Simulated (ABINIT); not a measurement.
# SiO2 (P6_422): bands and cutoff in G0W0 with ABINIT, part 2 of 2

Wanted: a converged G0W0 gap of SiO2 (P6_422), or an estimate of the limit.

ABINIT 10.8.3; LDA and many-body steps on it, plane waves. Known limits of the many-body steps: not at the basis limit; coarse k mesh.

So far. Step 3 (Screening, 3×3×2 mesh, 135 bands, screening to 68.6 eV): Local fields lower ε∞ by 7 %. On a Γ-centred mesh this coarse the value itself is usually too large, while a short band sum pulls it down. Step 4 (135 bands, 68.6 eV): The gap on the mesh goes from 5.50 eV to 8.38 eV, a correction of +2.88 eV.

## 6. 194 bands, 90.6 eV

This step: G0W0 on LDA, plane waves, norm-conserving pseudopotentials.

run.abi reads:

```
acell 3*1.0 Angstrom
rprim 
  5.060522228394 0.000000000001 0.000000000000
  -2.530261114198 4.382540806204 0.000000000000
  0.000000000000 0.000000000000 5.541353310000
ntypat 2
znucl 14 8
natom 9
typat 1 1 1 2 2 2 2 2 2
xred 
  0.000000000000 0.500000000000 0.333333333333
  0.500000000000 0.500000000000 0.666666666667
  0.500000000000 0.000000000000 -0.000000000000
  0.582789260000 0.791394630000 0.833333333333
  0.791394630000 0.582789260000 0.500000000000
  0.791394630000 0.208605370000 0.166666666667
  0.417210740000 0.208605370000 0.833333333333
  0.208605370000 0.417210740000 0.500000000000
  0.208605370000 0.791394630000 0.166666666667
pp_dirpath "pseudos"
pseudos "Si.upf, O.upf"
ecut 36
ngkpt 3 3 2
nshiftk 1
shiftk 0 0 0
kptopt 1
chksymbreak 0
istwfk *1
occopt 1
irdwfk 1
optdriver 4
nband 194
gwcalctyp 0
ecutsigx 36
symsigma 1
nkptgw 2
kptgw 
  0.0000000000 0.0000000000 0.5000000000
  0.0000000000 0.0000000000 0.0000000000
bdgw 
  23 26
  22 27
ecuteps 3.33
irdscr 1
ppmodel 1
indata_prefix "in"
outdata_prefix "out"
tmpdata_prefix "tmp"
```

Command:

```bash
OMP_NUM_THREADS=1 mpirun -n 8 abinit run.abi > log
```

Numbers of over 12 decimals in the logs are rounded to 6 here.

Log:

```text
.Version 10.8.3 of ABINIT. v10.8.2 released Aug 2026.

 Symmetries : space group P6_4 2 2 (#181); Bravais hP (primitive hexag.)
[... echo of the input left out ...]
== DATASET  1 ==================================================================
-   mpi_nproc: 8, omp_nthreads: 1 (-1 if OMP is not activated)

--- !DatasetInfo
iteration_state: {dtset: 1, }
dimensions: {natom: 9, nkpt: 6, mband: 194, nsppol: 1, nspinor: 1, nspden: 1, mpw: 8607, }
cutoff_energies: {ecut:  36.0, pawecutdg:  -1.0, }
electrons: {nelect:   4.80000000E+01, charge:   0.00000000E+00, occopt:   1.00000000E+00, tsmear:   1.00000000E-02, }

 SIGMA: Calculation of the GW corrections

 Based on a program developped by R.W. Godby, V. Olevano, G. Onida, and L. Reining.
 Incorporated in ABINIT by V. Olevano, G.-M. Rignanese, and M. Torrent.
.Using double precision arithmetic ; gwpc =  8

[... cell and pseudopotentials left out ...]
--------------------------------------------------------------------------------

 ==== K-mesh for the wavefunctions ====
 Number of points in the irreducible wedge :     6
[... list of points left out ...]
 Together with 12 symmetry operations and time-reversal symmetry
 yields    18 points in the full Brillouin Zone.

 ==== Q-mesh for screening function ====
 Number of points in the irreducible wedge :     6
[... list of points left out ...]
 Together with 12 symmetry operations and time-reversal symmetry
 yields    18 points in the full Brillouin Zone.

 vcoul_init : cutoff-mode = AUXILIARY_FUNCTION
 q-points for optical limit:   1
     1)      0.000010    0.000020    0.000030
 setmesh: FFT mesh size selected  =    45x   45x   60
          total number of points  =       121500

 Number of electrons calculated from density =   48.0000; Expected =   48.0000
[...]
number of omega for Sigma on real axis              0
 max omega for Sigma on real axis  [eV]           0.00
 zcut for avoiding poles [eV]                     0.10

 EPSILON^-1 parameters (SCR file):
 dimension of the eps^-1 matrix on file            237
 dimension of the eps^-1 matrix used               237
 number of plane-waves for wavefunctions          8543
 number of bands                                   194
 number of q-points in IBZ                           6
 number of frequencies                               2
 number of real frequencies                          1
 number of imag frequencies                          1

 matrix elements of self-energy operator (all in [eV])

 Perturbative Calculation

--- !SelfEnergy_ee
iteration_state: {dtset: 1, }
kpoint     : [   0.000,    0.000,    0.500, ]
spin       : 1
KS_gap     :    7.308
QP_gap     :   10.469
Delta_QP_KS:    3.162
data: !SigmaeeData |
     Band     E0 <VxcDFT>   SigX SigC(E0)      Z dSigC/dE  Sig(E)    E-E0       E
       23  -0.394 -19.925 -25.777   4.049   0.818  -0.223 -21.399  -1.474  -1.867
       24  -0.394 -19.925 -25.777   4.049   0.818  -0.223 -21.399  -1.474  -1.867
       25   6.914 -11.536  -6.673  -2.917   0.867  -0.153  -9.848   1.688   8.602
[...]
--- !SelfEnergy_ee
iteration_state: {dtset: 1, }
kpoint     : [   0.000,    0.000,    0.000, ]
spin       : 1
KS_gap     :    5.695
QP_gap     :    8.612
Delta_QP_KS:    2.917
data: !SigmaeeData |
     Band     E0 <VxcDFT>   SigX SigC(E0)      Z dSigC/dE  Sig(E)    E-E0       E
[...]
26   8.335 -11.205  -5.850  -3.172   0.864  -0.157  -9.318   1.888  10.222
       27   8.335 -11.205  -5.850  -3.172   0.864  -0.157  -9.318   1.888  10.222

== END DATASET(S) ==============================================================
================================================================================

 -outvars: echo values of variables after computation  --------
           etotal      0.0000000000E+00
            nband         194
             nkpt           6
          spgroup         181
 [... the other variables as echoed above ...]

 Calculation completed.
```

Elapsed: 8.5 s, on 8 MPI ranks of Arm Neoverse V1, shared host; peak memory 2.2 GiB; 67 s of CPU time.

This step gave:

```
G0W0 gap on the points computed              : 8.407 eV
starting gap on the mesh                     : 5.503 eV
k of the valence top                         : 0, 0, 0.5
k of the conduction bottom                   : 0, 0, 0
Z at the valence top                         : 0.818
Z at the conduction bottom                   : 0.876
least direct G0W0 gap on the computed points : 8.612 eV
```

Against G0W0 in ABINIT (3×3×2 mesh, 135 bands, screening to 68.6 eV, Godby-Needs plasmon pole), the gap moves by +0.024 eV.

## 7. Screening, 3×3×2 mesh, 286 bands, screening to 120.8 eV

This step: RPA screening on LDA, plane waves, norm-conserving pseudopotentials.

run.abi: that of step 6 with these lines changed.

```diff
@@ -30,17 +30,8 @@
 irdwfk 1
-optdriver 4
-nband 194
-gwcalctyp 0
-ecutsigx 36
-symsigma 1
-nkptgw 2
-kptgw 
-  0.0000000000 0.0000000000 0.5000000000
-  0.0000000000 0.0000000000 0.0000000000
-bdgw 
-  23 26
-  22 27
-ecuteps 3.33
-irdscr 1
-ppmodel 1
+optdriver 3
+nband 286
+ecuteps 4.44
+inclvkb 2
+awtr 1
+symchi 1
 indata_prefix "in"
```

Log:

```text
.Version 10.8.3 of ABINIT. v10.8.2 released Aug 2026.

 Symmetries : space group P6_4 2 2 (#181); Bravais hP (primitive hexag.)
[... echo of the input left out ...]
== DATASET  1 ==================================================================
-   mpi_nproc: 8, omp_nthreads: 1 (-1 if OMP is not activated)

--- !DatasetInfo
iteration_state: {dtset: 1, }
dimensions: {natom: 9, nkpt: 6, mband: 286, nsppol: 1, nspinor: 1, nspden: 1, mpw: 8607, }
cutoff_energies: {ecut:  36.0, pawecutdg:  -1.0, }
[...]
--------------------------------------------------------------------------------
[... chi0 elements left out ...]
 For q-point:  0.000010 0.000020 0.000030
  dielectric constant =   2.2832
  dielectric constant without local fields =   2.4798

  Average fulfillment of the sum rule on Im[epsilon] for q-point    1 :     75.62  [%]
[... wings left out ...]
  q-point number  2        q = ( 0.333333, 0.000000, 0.000000) [r.l.u.]
--------------------------------------------------------------------------------
[... chi0 elements left out ...]
  Average fulfillment of the sum rule on Im[epsilon] for q-point    2 :     79.80  [%]

 [... 4 further q-points ...]
```

It took 1.8 min on 8 MPI ranks; peak memory 4 GiB.

This step gave:

```yaml
eps_infinity_with_local_fields_on_this_mesh_along_the_program_s_q_direction: 2.283
the_same_without_local_fields: 2.480
plasma_frequency: 23.21 eV
plane_waves_in_the_screening_matrix: 363
```

## 8. 286 bands, 120.8 eV

This step: G0W0 on LDA, plane waves, norm-conserving pseudopotentials.

run.abi: that of step 7 with these lines changed.

```diff
@@ -30,8 +30,17 @@
 irdwfk 1
-optdriver 3
+optdriver 4
 nband 286
+gwcalctyp 0
+ecutsigx 36
+symsigma 1
+nkptgw 2
+kptgw 
+  0.0000000000 0.0000000000 0.5000000000
+  0.0000000000 0.0000000000 0.0000000000
+bdgw 
+  23 26
+  22 27
 ecuteps 4.44
-inclvkb 2
-awtr 1
-symchi 1
+irdscr 1
+ppmodel 1
 indata_prefix "in"
```

Log:

```text
.Version 10.8.3 of ABINIT. v10.8.2 released Aug 2026.

 Symmetries : space group P6_4 2 2 (#181); Bravais hP (primitive hexag.)
[... echo of the input left out ...]
== DATASET  1 ==================================================================
-   mpi_nproc: 8, omp_nthreads: 1 (-1 if OMP is not activated)

--- !DatasetInfo
iteration_state: {dtset: 1, }
dimensions: {natom: 9, nkpt: 6, mband: 286, nsppol: 1, nspinor: 1, nspden: 1, mpw: 8607, }
cutoff_energies: {ecut:  36.0, pawecutdg:  -1.0, }
[...]
Band     E0 <VxcDFT>   SigX SigC(E0)      Z dSigC/dE  Sig(E)    E-E0       E
[...]
26   8.335 -11.205  -5.850  -3.271   0.863  -0.159  -9.408   1.798  10.133
       27   8.335 -11.205  -5.850  -3.271   0.863  -0.159  -9.408   1.798  10.133

== END DATASET(S) ==============================================================
================================================================================

 -outvars: echo values of variables after computation  --------
           etotal      0.0000000000E+00
            nband         286
             nkpt           6
          spgroup         181
 [... the other variables as echoed above ...]

 Calculation completed.
```

Elapsed: 18 s, on 8 MPI ranks; peak memory 3 GiB.

This step gave:

- G0W0 gap on the points computed: 8.509 eV
- starting gap on the mesh: 5.503 eV
- k of the valence top: 0, 0, 0.5
- k of the conduction bottom: 0, 0, 0
- least direct G0W0 gap on the computed points: 8.715 eV

Against G0W0 in ABINIT (3×3×2 mesh, 194 bands, screening to 90.6 eV, Godby-Needs plasmon pole), the gap moves by +0.102 eV.

## 9. Screening, 3×3×2 mesh, 413 bands, screening to 157 eV

This step: RPA screening on LDA, plane waves, norm-conserving pseudopotentials.

run.abi: that of step 8 with these lines changed.

```diff
@@ -30,17 +30,8 @@
 irdwfk 1
-optdriver 4
-nband 286
-gwcalctyp 0
-ecutsigx 36
-symsigma 1
-nkptgw 2
-kptgw 
-  0.0000000000 0.0000000000 0.5000000000
-  0.0000000000 0.0000000000 0.0000000000
-bdgw 
-  23 26
-  22 27
-ecuteps 4.44
-irdscr 1
-ppmodel 1
+optdriver 3
+nband 413
+ecuteps 5.77
+inclvkb 2
+awtr 1
+symchi 1
 indata_prefix "in"
```

Log:

```text
.Version 10.8.3 of ABINIT. v10.8.2 released Aug 2026.

 Symmetries : space group P6_4 2 2 (#181); Bravais hP (primitive hexag.)
[... echo of the input left out ...]
== DATASET  1 ==================================================================
-   mpi_nproc: 8, omp_nthreads: 1 (-1 if OMP is not activated)

--- !DatasetInfo
iteration_state: {dtset: 1, }
dimensions: {natom: 9, nkpt: 6, mband: 413, nsppol: 1, nspinor: 1, nspden: 1, mpw: 8607, }
cutoff_energies: {ecut:  36.0, pawecutdg:  -1.0, }
[...]
--------------------------------------------------------------------------------
[... chi0 elements left out ...]
 For q-point:  0.000010 0.000020 0.000030
  dielectric constant =   2.2759
  dielectric constant without local fields =   2.4816

  Average fulfillment of the sum rule on Im[epsilon] for q-point    1 :     82.44  [%]
[... wings left out ...]
  q-point number  2        q = ( 0.333333, 0.000000, 0.000000) [r.l.u.]
--------------------------------------------------------------------------------
[... chi0 elements left out ...]
  Average fulfillment of the sum rule on Im[epsilon] for q-point    2 :     85.53  [%]

 [... 4 further q-points ...]
```

Run time: 3.5 min. Hardware: 8 MPI ranks; peak memory 4.9 GiB.

Numbers from this step:

- ε∞ with local fields, on this mesh, along the program's q direction: 2.276
- the same without local fields: 2.482
- plasma frequency: 23.21 eV
- plane waves in the screening matrix: 563

## 10. 413 bands, 157 eV

This step: G0W0 on LDA, plane waves, norm-conserving pseudopotentials.

run.abi: that of step 9 with these lines changed.

```diff
@@ -30,8 +30,17 @@
 irdwfk 1
-optdriver 3
+optdriver 4
 nband 413
+gwcalctyp 0
+ecutsigx 36
+symsigma 1
+nkptgw 2
+kptgw 
+  0.0000000000 0.0000000000 0.5000000000
+  0.0000000000 0.0000000000 0.0000000000
+bdgw 
+  23 26
+  22 27
 ecuteps 5.77
-inclvkb 2
-awtr 1
-symchi 1
+irdscr 1
+ppmodel 1
 indata_prefix "in"
```

Log:

```text
.Version 10.8.3 of ABINIT. v10.8.2 released Aug 2026.

 Symmetries : space group P6_4 2 2 (#181); Bravais hP (primitive hexag.)
[... echo of the input left out ...]
== DATASET  1 ==================================================================
-   mpi_nproc: 8, omp_nthreads: 1 (-1 if OMP is not activated)

--- !DatasetInfo
iteration_state: {dtset: 1, }
dimensions: {natom: 9, nkpt: 6, mband: 413, nsppol: 1, nspinor: 1, nspden: 1, mpw: 8607, }
cutoff_energies: {ecut:  36.0, pawecutdg:  -1.0, }
[...]
Band     E0 <VxcDFT>   SigX SigC(E0)      Z dSigC/dE  Sig(E)    E-E0       E
[...]
26   8.335 -11.205  -5.850  -3.342   0.862  -0.160  -9.471   1.735  10.069
       27   8.335 -11.205  -5.850  -3.342   0.862  -0.160  -9.471   1.735  10.069

== END DATASET(S) ==============================================================
================================================================================

 -outvars: echo values of variables after computation  --------
           etotal      0.0000000000E+00
            nband         413
             nkpt           6
          spgroup         181
 [... the other variables as echoed above ...]

 Calculation completed.
```

Run time: 53 s. Hardware: 8 MPI ranks; peak memory 4.3 GiB; 7 min of CPU time.

This step gave:

- G0W0 gap on the points computed: 8.61 eV
- starting gap on the mesh: 5.503 eV
- k of the valence top: 0, 0, 0.5
- k of the conduction bottom: 0, 0, 0
- least direct G0W0 gap on the computed points: 8.815 eV

Against G0W0 in ABINIT (3×3×2 mesh, 286 bands, screening to 120.8 eV, Godby-Needs plasmon pole), the gap moves by +0.101 eV.

## 11. Screening, 3×3×2 mesh, 588 bands, screening to 201.4 eV

This step: RPA screening on LDA, plane waves, norm-conserving pseudopotentials.

run.abi: that of step 10 with these lines changed.

```diff
@@ -30,17 +30,8 @@
 irdwfk 1
-optdriver 4
-nband 413
-gwcalctyp 0
-ecutsigx 36
-symsigma 1
-nkptgw 2
-kptgw 
-  0.0000000000 0.0000000000 0.5000000000
-  0.0000000000 0.0000000000 0.0000000000
-bdgw 
-  23 26
-  22 27
-ecuteps 5.77
-irdscr 1
-ppmodel 1
+optdriver 3
+nband 588
+ecuteps 7.4
+inclvkb 2
+awtr 1
+symchi 1
 indata_prefix "in"
```

Log:

```text
.Version 10.8.3 of ABINIT. v10.8.2 released Aug 2026.

 Symmetries : space group P6_4 2 2 (#181); Bravais hP (primitive hexag.)
[... echo of the input left out ...]
== DATASET  1 ==================================================================
-   mpi_nproc: 8, omp_nthreads: 1 (-1 if OMP is not activated)

--- !DatasetInfo
iteration_state: {dtset: 1, }
dimensions: {natom: 9, nkpt: 6, mband: 588, nsppol: 1, nspinor: 1, nspden: 1, mpw: 8607, }
cutoff_energies: {ecut:  36.0, pawecutdg:  -1.0, }
[...]
--------------------------------------------------------------------------------
[... chi0 elements left out ...]
 For q-point:  0.000010 0.000020 0.000030
  dielectric constant =   2.2733
  dielectric constant without local fields =   2.4823

  Average fulfillment of the sum rule on Im[epsilon] for q-point    1 :     87.66  [%]
[... wings left out ...]
  q-point number  2        q = ( 0.333333, 0.000000, 0.000000) [r.l.u.]
--------------------------------------------------------------------------------
[... chi0 elements left out ...]
  Average fulfillment of the sum rule on Im[epsilon] for q-point    2 :     89.85  [%]

 [... 4 further q-points ...]
```

It took 6.8 min on 8 MPI ranks; peak memory 6.1 GiB.

Numbers from this step:

```yaml
eps_infinity_with_local_fields_on_this_mesh_along_the_program_s_q_direction: 2.273
the_same_without_local_fields: 2.482
plasma_frequency: 23.21 eV
plane_waves_in_the_screening_matrix: 799
```

## 12. 588 bands, 201.4 eV

This step: G0W0 on LDA, plane waves, norm-conserving pseudopotentials.

run.abi: that of step 11 with these lines changed.

```diff
@@ -30,8 +30,17 @@
 irdwfk 1
-optdriver 3
+optdriver 4
 nband 588
+gwcalctyp 0
+ecutsigx 36
+symsigma 1
+nkptgw 2
+kptgw 
+  0.0000000000 0.0000000000 0.5000000000
+  0.0000000000 0.0000000000 0.0000000000
+bdgw 
+  23 26
+  22 27
 ecuteps 7.4
-inclvkb 2
-awtr 1
-symchi 1
+irdscr 1
+ppmodel 1
 indata_prefix "in"
```

Log:

```text
.Version 10.8.3 of ABINIT. v10.8.2 released Aug 2026.

 Symmetries : space group P6_4 2 2 (#181); Bravais hP (primitive hexag.)
[... echo of the input left out ...]
== DATASET  1 ==================================================================
-   mpi_nproc: 8, omp_nthreads: 1 (-1 if OMP is not activated)

--- !DatasetInfo
iteration_state: {dtset: 1, }
dimensions: {natom: 9, nkpt: 6, mband: 588, nsppol: 1, nspinor: 1, nspden: 1, mpw: 8607, }
cutoff_energies: {ecut:  36.0, pawecutdg:  -1.0, }
[...]
Band     E0 <VxcDFT>   SigX SigC(E0)      Z dSigC/dE  Sig(E)    E-E0       E
[...]
26   8.335 -11.205  -5.850  -3.395   0.861  -0.161  -9.517   1.688  10.023
       27   8.335 -11.205  -5.850  -3.395   0.861  -0.161  -9.517   1.688  10.023

== END DATASET(S) ==============================================================
================================================================================

 -outvars: echo values of variables after computation  --------
           etotal      0.0000000000E+00
            nband         588
             nkpt           6
          spgroup         181
 [... the other variables as echoed above ...]

 Calculation completed.
```

Run time: 2.3 min. Hardware: 8 MPI ranks; peak memory 6.3 GiB; 18 min of CPU time.

This step gave:

* G0W0 gap on the points computed: 8.686 eV
* starting gap on the mesh: 5.503 eV
* k of the valence top: 0, 0, 0.5
* k of the conduction bottom: 0, 0, 0
* least direct G0W0 gap on the computed points: 8.89 eV

Against G0W0 in ABINIT (3×3×2 mesh, 413 bands, screening to 157 eV, Godby-Needs plasmon pole), the gap moves by +0.076 eV.

## 13. The runs together

Times are wall times on 8 MPI ranks of Arm Neoverse V1, shared host. The host was busy with other work, so they are no guide to cost. A run's time includes the screening step that it read.

| run | mesh | bands | screening cutoff (eV) | DFT gap (eV) | gap on the mesh (eV) | direct (eV) | ε∞ used | time |
| --- | --- | --- | --- | --- | --- | --- | --- | --- |
| 135 bands, 68.6 eV | 3×3×2 | 135 | 68.6 | 5.503 | 8.383 | 8.588 | 2.30 | 37 s |
| 194 bands, 90.6 eV | 3×3×2 | 194 | 90.6 | 5.503 | 8.407 | 8.612 | 2.30 | 75 s |
| 286 bands, 120.8 eV | 3×3×2 | 286 | 120.8 | 5.503 | 8.509 | 8.715 | 2.28 | 2.1 min |
| 413 bands, 157 eV | 3×3×2 | 413 | 157 | 5.503 | 8.610 | 8.815 | 2.28 | 4.3 min |
| 588 bands, 201.4 eV | 3×3×2 | 588 | 201.4 | 5.503 | 8.686 | 8.890 | 2.27 | 9.1 min |

## 14. Outcome

| Item | Value |
| --- | --- |
| 135 bands, 68.6 eV | 8.383 eV |
| 194 bands, 90.6 eV | 8.407 eV |
| 286 bands, 120.8 eV | 8.509 eV |
| 413 bands, 157 eV | 8.610 eV |
| 588 bands, 201.4 eV | 8.686 eV |
| known limits | not at the basis limit; coarse k mesh |

What this shows: From the first rung to the last the gap moves by +0.30 eV for 15 times the time. In the G0W0 runs levels were corrected at 2 k points alone, so a gap called «on the mesh» is the least over those, and an edge elsewhere would be missed. The 3×3×2 mesh is coarse for this cell, which bears on the long-range parts of exchange and screening.

[Paths, hosts, dates, memory and timing lines, banners, echoed tables and standing remarks are left out of the program output.]

[Logs are printed without paths, hosts, clocks, repeated set-up lines and the standing remarks that a program may print on its own settings, such as how far it seeks lower states.]

[Runs of the session that timed out or met a known fault of the program may be left out.]

[Hosts, paths, dates, database ids (printed as entryN), source tags and the programs' standing remarks are cut or masked in the printed files.]

[G0W0 gaps are taken among the corrected bands and points alone; a level outside them can change the order at an edge.]

[Where Ansatz stands beside ABINIT at settings called matched, ABINIT's density can come from a denser mesh and the files from another edition; pairs whose starting gaps differed by over 0.03 eV were left out, so agreement reads better than it is.]
